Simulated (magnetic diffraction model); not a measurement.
# Magnetic neutron pattern of Na2MnCl2F2

Space group Pbam (no. 55), a = 6.3300 Å, b = 10.8290 Å, c = 3.5200 Å.

| site | atom | x | y | z |
| --- | --- | --- | --- | --- |
| 2a | Mn | 0 | 0 | 0 |
| 4h | Cl | 0.2600 | 0.4585 | 1/2 |
| 4h | Na | 0.5845 | 0.8199 | 1/2 |
| 4g | F | 0.3872 | 0.6980 | 0 |

The compound is invented for this exercise: a known structure type with other elements, its cell scaled to their sizes and not relaxed.

Only Mn is taken to order (form factors of Mn2+); orders and moment sizes are assumed, and not adapted to the symmetry. Radiation: neutrons of λ = 1.909 Å, 3° to 50°; isotropic B of 0.64 Å² (Mn), 0.71 Å² (Cl), 0.75 Å² (Na) and 0.72 Å² (F). Simulated constant-wavelength pattern: nuclear and magnetic terms add, the magnetic one as |2.695 fm × Σ f S⊥ exp(2πi Q·r) exp(−B s²)|², summed over all Q at one angle with the factor 1/(sin²θ cos θ). For collinear order S is the moment m, which repeats by lattice and centring translations R with the sign exp(−2πi k·R). Free-ion form factors, Sears's scattering lengths of 1992, no absorption; a label names one of the reflections at its angle. The strongest nuclear line in the range is 100, and lines under 0.2 are left out.

Assume the order k = (1/2 1/2 1/2), collinear moments along [111], 3.94 μB on Mn; signs + at (0, 0, 0), − at (1/2, 1/2, 0).

Predict the pattern, nuclear and magnetic parts apart.

```
2θ (°)           index  nuclear  magnetic
 18.56   (1/2 1/2 1/2)      0.0      46.6
 20.12         (1 1 0)      3.4       0.0
 23.52  (1/2 -3/2 1/2)      0.0      30.2
 26.83         (1 2 0)      1.6       0.0
 31.02  (3/2 -1/2 1/2)      0.0      16.0
 31.27   (1/2 5/2 1/2)      0.0       5.5
 31.47         (0 0 1)     41.2       0.0
 34.31   (3/2 3/2 1/2)      0.0       5.7
 35.10         (2 0 0)     28.8       0.0
 35.44         (1 3 0)      2.9       0.0
 36.62         (2 1 0)      3.1       0.0
 37.74         (0 2 1)    100.0       0.0
 40.20  (3/2 -5/2 1/2)      0.0       7.8
 40.40  (1/2 -7/2 1/2)      0.0       4.8
 40.89         (2 2 0)     80.2       0.0
 41.29         (0 4 0)      3.9       0.0
 41.81         (1 2 1)     33.8       0.0
 45.10         (1 4 0)     87.2       0.0
 47.29         (2 3 0)      4.3       0.0
 47.54   (5/2 1/2 1/2)      0.0       3.3
 47.85         (2 0 1)     19.1       0.0
 47.89   (3/2 7/2 1/2)      0.0       0.8
 48.12         (1 3 1)     66.0       0.0
 49.04         (2 1 1)     57.8       0.0
 49.17   (1/2 1/2 3/2)      0.0       3.8
 49.91  (5/2 -3/2 1/2)      0.0       3.9
```

The strongest magnetic line in the range is (1/2 1/2 1/2) at 18.56° (46.6). On top of the Lorentz factor, which all lines share, magnetic lines fade with angle because f falls: for Mn2+ it is 0.90, 0.66, 0.41 and 0.12 at sin θ/λ = 0.1, 0.2, 0.3 and 0.5 Å⁻¹, while nuclear lengths stay constant. The order has no net moment.

[Logs are printed without paths, hosts, clocks, repeated set-up lines and the standing remarks that a program may print on its own settings, such as how far it seeks lower states.]
